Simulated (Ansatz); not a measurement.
# Se on Al(100): change of the work function

How does Se on the hollow site change the work function of Al(100) as the layer fills?

Program: Ansatz 0.2.0. Level of theory: plane-wave DFT, PBE, Ansatz PAW. Values are calculated unless marked as measured.

### Step 1. Set-up

The cell holds 4 atoms: 4 Al. Cell: a = 2.864 Å, b = 2.864 Å, c = 24.075 Å, α = 90.0°, β = 90.0°, γ = 90.0°. Vacuum lies along c.

### Step 2. The clean slab

The bare slab comes first, as the zero from which every change is counted. The two lowest layers are held at bulk places and the upper ones relax. The dipole correction removes the false field that a one-sided slab makes across the periodic vacuum, so each face gets a flat vacuum level of its own.

File input.yaml:

```yaml
crystal:
  lattice:
    - [2.8637824638, 0.0, 0.0]
    - [0.0, 2.8637824638, 0.0]
    - [0.0, 0.0, 24.075]
  atoms:
    - { symbol: Al, position: [0.5, 0.5, 0.3738317757] }
    - { symbol: Al, position: [0.0, 0.0, 0.4579439252] }
    - { symbol: Al, position: [0.5, 0.5, 0.5420560748] }
    - { symbol: Al, position: [0.0, 0.0, 0.6261682243] }
kpoints:
  mp_grid: { grid: [12, 12, 1] }
hamiltonian:
  xc: pbe
scf:
  occupations: { method: fermi_dirac, width: 0.1 }
  convergence: { dr2_threshold: 1.0e-08 }
efield:
  axis: 3
  dipole_correction: true
  ramp_position: 0.97
  ramp_width: 0.06
relax:
  f_tol: 0.02
  max_steps: 60
  constraints: [{ sites: [0, 1] }]
output:
  write_potential: true
  write_density: true
  volumetric_format: npy
```

Started as:

```bash
> ansatz run input.yaml --threads 4 --pin off --max-ram 8192MiB --backend cpu --events-out ev --progress --plain --runs-dir out
```

Output:

```text
Engine: ansatz 0.2.0, aarch64-unknown-linux-gnu
Pseudopotentials: kind: paw
Pseudopotential: Al, paw, valence charge 3, recommended cutoff 420 eV (normal), Al.paw.azcp
Functional definition: PBE
  parameter kappa = 0.804
  parameter beta = 0.066725
  exchange = pbe_x(kappa = kappa, mu = beta*pi^2/3)
  correlation = pbe_c(beta = beta)
Crystal: 4 atoms, lattice volume = 197.445 Å³
Basis set: ecut = 420 eV, 3877 PW (Γ), exchange–correlation on 40×40×324 points (8 copies of the dense FFT grid, shifted against one another)
Bands: 10, of which v1, the nominal top of the filled ones, is band 6 counted from 1 (5 counted from 0)
Symmetry: 8 space group operations
k-points: 28 of 144
Non-local potential: Al, projectors of the file, l = 0: 2, l = 1: 2, l = 2: 1
PAW form: soft (Blöchl's): semilocal exchange-correlation on the pseudo side does not see the compensation charge
PAW one-centre angular grid: Al, 110 points (default); XC on 64 Gauss nodes
Initial density: superposition of atomic densities (neutral atoms: chi_scale 0, normalization atom), corrected by the library's trained network
Initial wavefunctions: pseudopotential atomic-orbital guess
Functional: x = pbe(κ = 0.804, μ = 0.219515), c = pbe(β = 0.066725)
SCF iter   1: F=—  HF=-2149.073312 eV  |F-HF|=—  |Δ(HF+E_count)|=         —  Δρ=1.35e-3  dr2=4.43e-2  ethr=1.77e-3  p=0.000 e·Å  D=4.85e-14 V/Å  ΔV_dip=-0.00 eV  dr2_dipole=8.88e-8  V_vac-E_F(+/−)=4.19/4.19 eV  ⟨swp⟩=7.7  Hψ=2497  notcnv=0
efield: sawtooth ramp at fractional position 0.9700 (set: `efield.ramp_position`, or a place that a band, a saddle search or an elastic batch's reference lends), width 0.0600; the density the first Hamiltonian is built on has a dipole p = 0.000 e·Å; the dipole correction subtracts the counter field D = 4.85e-14 V/Å, which shifts the + side's vacuum level by -0.00 eV against the − side's; the planar-averaged density in the ramp window peaks in size at 7.4e-6 e/Å³
preconditioner: auto → LDOS  [metal: Δε(μ)=0.111 eV  Ē_g=6.245 eV  σ=0.100 eV  W_gap=0.27  n_scr=12 (ndim 8)  ℏωp=9.2 eV  f_vac=0.539  D(μ)=1.77/eV (n_scr^D=8)  β→1.0]
SCF iter   2: F=—  HF=-2149.069339 eV  |F-HF|=—  |Δ(HF+E_count)|=   3.97e-3  Δρ=3.72e-4  dr2=2.51e-4  ethr=3.69e-4  p=-0.000 e·Å  D=-1.60e-6 V/Å  ΔV_dip=0.00 eV  dr2_dipole=1.12e-7  V_vac-E_F(+/−)=4.30/4.30 eV  ⟨swp⟩=1.2  Hψ=520  notcnv=0
SCF iter   3: F=—  HF=-2149.069584 eV  |F-HF|=—  |Δ(HF+E_count)|=   2.45e-4  Δρ=6.51e-5  dr2=6.56e-5  ethr=2.09e-6  p=0.000 e·Å  D=1.17e-6 V/Å  ΔV_dip=-0.00 eV  dr2_dipole=1.44e-9  V_vac-E_F(+/−)=4.30/4.30 eV  ⟨swp⟩=2.6  Hψ=554  notcnv=0
SCF iter   4: F=—  HF=-2149.069766 eV  |F-HF|=—  |Δ(HF+E_count)|=   1.81e-4  Δρ=1.90e-5  dr2=7.49e-6  ethr=5.47e-7  p=0.000 e·Å  D=1.08e-6 V/Å  ΔV_dip=-0.00 eV  dr2_dipole=3.05e-11  V_vac-E_F(+/−)=4.30/4.30 eV  ⟨swp⟩=1.5  Hψ=319  notcnv=0
SCF iter   5: F=—  HF=-2149.069768 eV  |F-HF|=—  |Δ(HF+E_count)|=   1.96e-6  Δρ=2.85e-6  dr2=1.76e-8  ethr=6.24e-8  p=0.000 e·Å  D=9.42e-8 V/Å  ΔV_dip=-0.00 eV  dr2_dipole=2.50e-10  V_vac-E_F(+/−)=4.30/4.30 eV  ⟨swp⟩=2.1  Hψ=349  notcnv=0
SCF iter   6: F=-2149.069768 eV  HF=-2149.069768 eV  |F-HF|=2.20e-9  |Δ(HF+E_count)|=   1.32e-7  Δρ=9.94e-7  dr2=8.47e-9  ethr=8.33e-11  p=0.000 e·Å  D=2.69e-7 V/Å  ΔV_dip=-0.00 eV  dr2_dipole=9.13e-11  V_vac-E_F(+/−)=4.30/4.30 eV  ⟨swp⟩=10.3  Hψ=2053  notcnv=0
SCF 1 converged in 6 iterations: F = -2149.069768 eV  dr2 = 8.47e-9
  greatest PAW one-centre occupation: 0.476 electrons in one spin orbital (limit 2), on the Al atom at site 0 (counted from 0), in its partial waves of l = 0
relax step   1: F+E_penalty+E_count = -2149.06976777 eV  Δ(F+E_penalty+E_count) = +0.000e0 eV  max|allowed force component| = 8.598e-2 eV/Å  Δτ_max = 0.0000 Å  (6 SCF iters, accepted)
Initial density: handed on by an earlier stage of this run
Initial wavefunctions: those handed on with the density
iter 1 solved again at ethr=3.58e-5 eV; its pass at ethr=3.10e-3 eV (dr2=4.30e-3 eV) is discarded
SCF iter   1: F=—  HF=-2149.070735 eV  |F-HF|=—  |Δ(HF+E_count)|=         —  Δρ=3.87e-4  dr2=4.25e-3  ethr=3.58e-5  p=0.000 e·Å  D=2.70e-7 V/Å  ΔV_dip=-0.00 eV  dr2_dipole=8.48e-4  V_vac-E_F(+/−)=4.30/4.30 eV  ⟨swp⟩=1.1  Hψ=1337  notcnv=0
efield: sawtooth ramp at fractional position 0.9700 (set: `efield.ramp_position`, or a place that a band, a saddle search or an elastic batch's reference lends), width 0.0600; the density the first Hamiltonian is built on has a dipole p = 0.000 e·Å; the dipole correction subtracts the counter field D = 2.70e-7 V/Å, which shifts the + side's vacuum level by -0.00 eV against the − side's; the planar-averaged density in the ramp window peaks in size at 1.1e-7 e/Å³
preconditioner: auto → LDOS  [metal: Δε(μ)=0.091 eV  Ē_g=6.216 eV  σ=0.100 eV  W_gap=0.22  n_scr=12 (ndim 8)  ℏωp=9.2 eV  f_vac=0.537  D(μ)=1.89/eV (n_scr^D=10)  β→1.0]
SCF iter   2: F=—  HF=-2149.070368 eV  |F-HF|=—  |Δ(HF+E_count)|=   3.67e-4  Δρ=2.37e-4  dr2=6.53e-4  ethr=3.54e-5  p=0.000 e·Å  D=5.37e-5 V/Å  ΔV_dip=-0.00 eV  dr2_dipole=5.89e-5  V_vac-E_F(+/−)=4.30/4.30 eV  ⟨swp⟩=2.3  Hψ=395  notcnv=0
SCF iter   3: F=—  HF=-2149.070335 eV  |F-HF|=—  |Δ(HF+E_count)|=   3.36e-5  Δρ=4.24e-5  dr2=3.63e-5  ethr=5.44e-6  p=0.000 e·Å  D=3.76e-4 V/Å  ΔV_dip=-0.01 eV  dr2_dipole=5.08e-6  V_vac-E_F(+/−)=4.29/4.30 eV  ⟨swp⟩=2.6  Hψ=441  notcnv=0
SCF iter   4: F=—  HF=-2149.070509 eV  |F-HF|=—  |Δ(HF+E_count)|=   1.74e-4  Δρ=8.66e-6  dr2=3.60e-7  ethr=3.03e-7  p=0.000 e·Å  D=3.71e-4 V/Å  ΔV_dip=-0.01 eV  dr2_dipole=7.86e-10  V_vac-E_F(+/−)=4.29/4.30 eV  ⟨swp⟩=1.8  Hψ=407  notcnv=0
SCF iter   5: F=—  HF=-2149.070509 eV  |F-HF|=—  |Δ(HF+E_count)|=   3.55e-8  Δρ=2.82e-6  dr2=1.68e-8  ethr=3.00e-9  p=0.000 e·Å  D=3.75e-4 V/Å  ΔV_dip=-0.01 eV  dr2_dipole=8.08e-10  V_vac-E_F(+/−)=4.29/4.30 eV  ⟨swp⟩=2.5  Hψ=523  notcnv=0
SCF iter   6: F=-2149.070509 eV  HF=-2149.070509 eV  |F-HF|=3.50e-9  |Δ(HF+E_count)|=   4.54e-8  Δρ=6.31e-7  dr2=1.37e-9  ethr=8.33e-11  p=0.000 e·Å  D=3.78e-4 V/Å  ΔV_dip=-0.01 eV  dr2_dipole=1.04e-10  V_vac-E_F(+/−)=4.29/4.30 eV  ⟨swp⟩=9.2  Hψ=1844  notcnv=0
SCF 2 converged in 6 iterations: F = -2149.070509 eV  dr2 = 1.37e-9
  greatest PAW one-centre occupation: 0.477 electrons in one spin orbital (limit 2), on the Al atom at site 3 (counted from 0), in its partial waves of l = 0
relax step   2: F+E_penalty+E_count = -2149.07050878 eV  Δ(F+E_penalty+E_count) = -7.410e-4 eV  max|allowed force component| = 1.989e-2 eV/Å  Δτ_max = 0.0157 Å  (6 SCF iters, accepted)
NSCF: frozen V_eff on 28 k-points
the search or the solves at the SCF's close seem to have found levels that the self-consistency loop had missed (the run counts 1). By its estimate they hold under 1e-12 electrons; where the run keeps them, the occupations were computed again with them
WARN: The output density's exchange-correlation potential varies sharply where the density is thin. Do not read a vacuum level from v_tot or v_xc, or from such a field of the output density. On a cell that repeats whose density bears no net charge and no dipole along the vacuum's axis use v_es (v_loc + v_h of the components); under efield.dipole_correction with no amplitude use v_es + v_field, which holds any externa [...]
SCF converged after 6 iterations
Free energy (F): -2149.070509 eV
Harris-Foulkes:  -2149.070509 eV  (|F-HF|=3.50e-9)
Internal energy: -2149.011085 eV  (E = F + TS)
E sigma→0 (E₀):  -2149.040797 eV
Entropy (-TS):   -0.059424 eV (-14.856 meV/atom)
Fermi energy:    -0.147918 eV
Dipole field:    D = 0.000364 V/Å  (p = 0.000397 e·Å, saw-weighted, corrected)
Work function:   Φ+ = 4.2929 eV   Φ− = 4.3016 eV
Levels:          The Fermi level and band energies are counted from a zero that moves with the ramp; work functions are not
--- Per-component energies (eV) ---
  E_band       = -50.329324
  E_kinetic    = 85.713780
  E_local      = -2761.718036  (includes V_loc(G=0)·N_el)
  E_nonlocal   = 41.955323
  E_hartree    = 1354.964321
  E_xc         = -155.889557
  E_vxc        = -111.721352  (∫ρ·V_xc dr)
  E_paw        = -1869.136310  (= ΣΔE_a)
  E_vpaw       = -14.488216  (= ΣTr[D̂ρ^β])
  E_aug_tail   = -0.000009  (compensation charges beyond the density's cutoff)
  E_efield     = 0.000000  (sawtooth field / dipole correction)
  E_vefield    = 0.000005  (∫n·V_field dr)
  E_ewald      = 1155.099402
  E_smearing   = -0.059424  (= −TS)
  E_closure    = 0.000000  (closes the sum)
  Σ components = -2149.070509   (vs F -2149.070509, Δ=0.00e0)
--- Forces (eV/Å), atoms counted from 1 ---
  atom   1  Al    -0.00000000     0.00000000    -0.04353656
  atom   2  Al     0.00000000     0.00000000     0.03675533
  atom   3  Al    -0.00000000     0.00000000     0.01989348
  atom   4  Al     0.00000000     0.00000000    -0.01311330
  max |Σ_I F_I| component: 1.05e-6 eV/Å
--- Band table (eV; the first three rows and the last of 28) ---
  k-point 0: bands = ["-10.7344", "-9.3519", "-7.2434", "-4.4197", "-2.1006", "1.3274", "3.2832", "4.1394", "4.3751", "5.5434"]
  k-point 1: bands = ["-10.6095", "-9.2280", "-7.1208", "-4.2979", "-1.9846", "1.4396", "3.4047", "3.5200", "4.2685", "4.4924"]
  k-point 2: bands = ["-10.2356", "-8.8569", "-6.7537", "-3.9335", "-1.6377", "1.1533", "1.8770", "2.5034", "3.7893", "4.4870"]
  k-point 27: bands = ["-2.5943", "-2.5943", "-1.3140", "-1.3140", "-1.2842", "-1.2630", "0.1501", "0.1695", "0.6486", "0.6486"]
--- Relaxed structure (2 steps of the walk, 2 accepted, 0 SCFs on fresh bases) ---
  F+E_penalty+E_count = -2149.07050878 eV   max|allowed force component| = 1.989e-2 eV/Å
  atoms:
    - { symbol: Al, position: [0.5, 0.5, 0.373832] }
    - { symbol: Al, position: [0.0, 0.0, 0.457944] }
    - { symbol: Al, position: [0.5, 0.5, 0.541405] }
    - { symbol: Al, position: [0, 0.0, 0.626621] }
```

Run time: 6.1 s. Hardware: 4 threads of Arm Neoverse N1, shared host; peak memory 0.39 GiB.

Relaxation path:

| step | energy less that of the first step (eV) | largest force component (eV/Å) |
| --- | --- | --- |
| 1 | 0.0000 | 0.0860 |
| 2 | -0.0007 | 0.0199 |

Forces are held to the 8 operations that the program found; a distortion that breaks them can't arise in this run.

The atoms that moved most (Å):

| atom | dx | dy | dz | length |
| --- | --- | --- | --- | --- |
| Al3 | 0.000 | 0.000 | -0.016 | 0.016 |
| Al4 | 0.000 | 0.000 | 0.011 | 0.011 |

Numbers from this step:

```
energy at zero smearing   : -2149.0408 eV
work function, upper face : 4.293 eV
dipole along the normal   : 3.97e-4 e·Å
```

Running mean over 2.025 Å of the planar mean; the ramp of the sawtooth is left out. Table of electron's electrostatic potential energy less the Fermi level by z:

| z (Å) | electron's electrostatic potential energy less the Fermi level (eV) |
| --- | --- |
| 3.0 | 4.30 |
| 3.5 | 4.30 |
| 4.0 | 4.30 |
| 4.5 | 4.30 |
| 5.0 | 4.30 |
| 5.5 | 4.28 |
| 6.0 | 4.23 |
| 6.5 | 4.06 |
| 7.0 | 3.50 |
| 7.5 | 1.87 |
| 8.0 | -0.524 |
| 8.5 | -2.83 |
| 9.0 | -4.18 |
| 9.5 | -4.50 |
| 10.0 | -4.56 |
| 10.5 | -4.57 |
| 11.0 | -4.58 |
| 11.5 | -4.61 |
| 12.0 | -4.62 |
| 12.5 | -4.61 |
| 13.0 | -4.56 |
| 13.5 | -4.49 |
| 14.0 | -4.45 |
| 14.5 | -4.42 |
| 15.0 | -4.25 |
| 15.5 | -3.15 |
| 16.0 | -0.942 |
| 16.5 | 1.48 |
| 17.0 | 3.30 |
| 17.5 | 4.00 |
| 18.0 | 4.21 |
| 18.5 | 4.27 |
| 19.0 | 4.29 |
| 19.5 | 4.29 |
| 20.0 | 4.29 |
| 20.5 | 4.29 |
| 21.0 | 4.29 |

The relaxation took 2 steps and lowered the energy by 7.4e-4 eV; the largest force on the free atoms ends at 0.020 eV/Å.

The work function of the upper face is 4.29 eV.

(Part 1 of 4 ends here.)

[Long decimals in the printed logs are rounded to 6 places.]

[Logs are printed without paths, hosts, clocks, repeated set-up lines and the standing remarks that a program may print on its own settings, such as how far it seeks lower states.]

[Hosts, paths, dates, database ids (printed as entryN), source tags and the programs' standing remarks are cut or masked in the printed files.]

[Maps of the electrostatic potential energy from Ansatz leave out the sawtooth potential of an applied field or a dipole correction, so their vacuum need not be flat; planar profiles and work functions include it.]
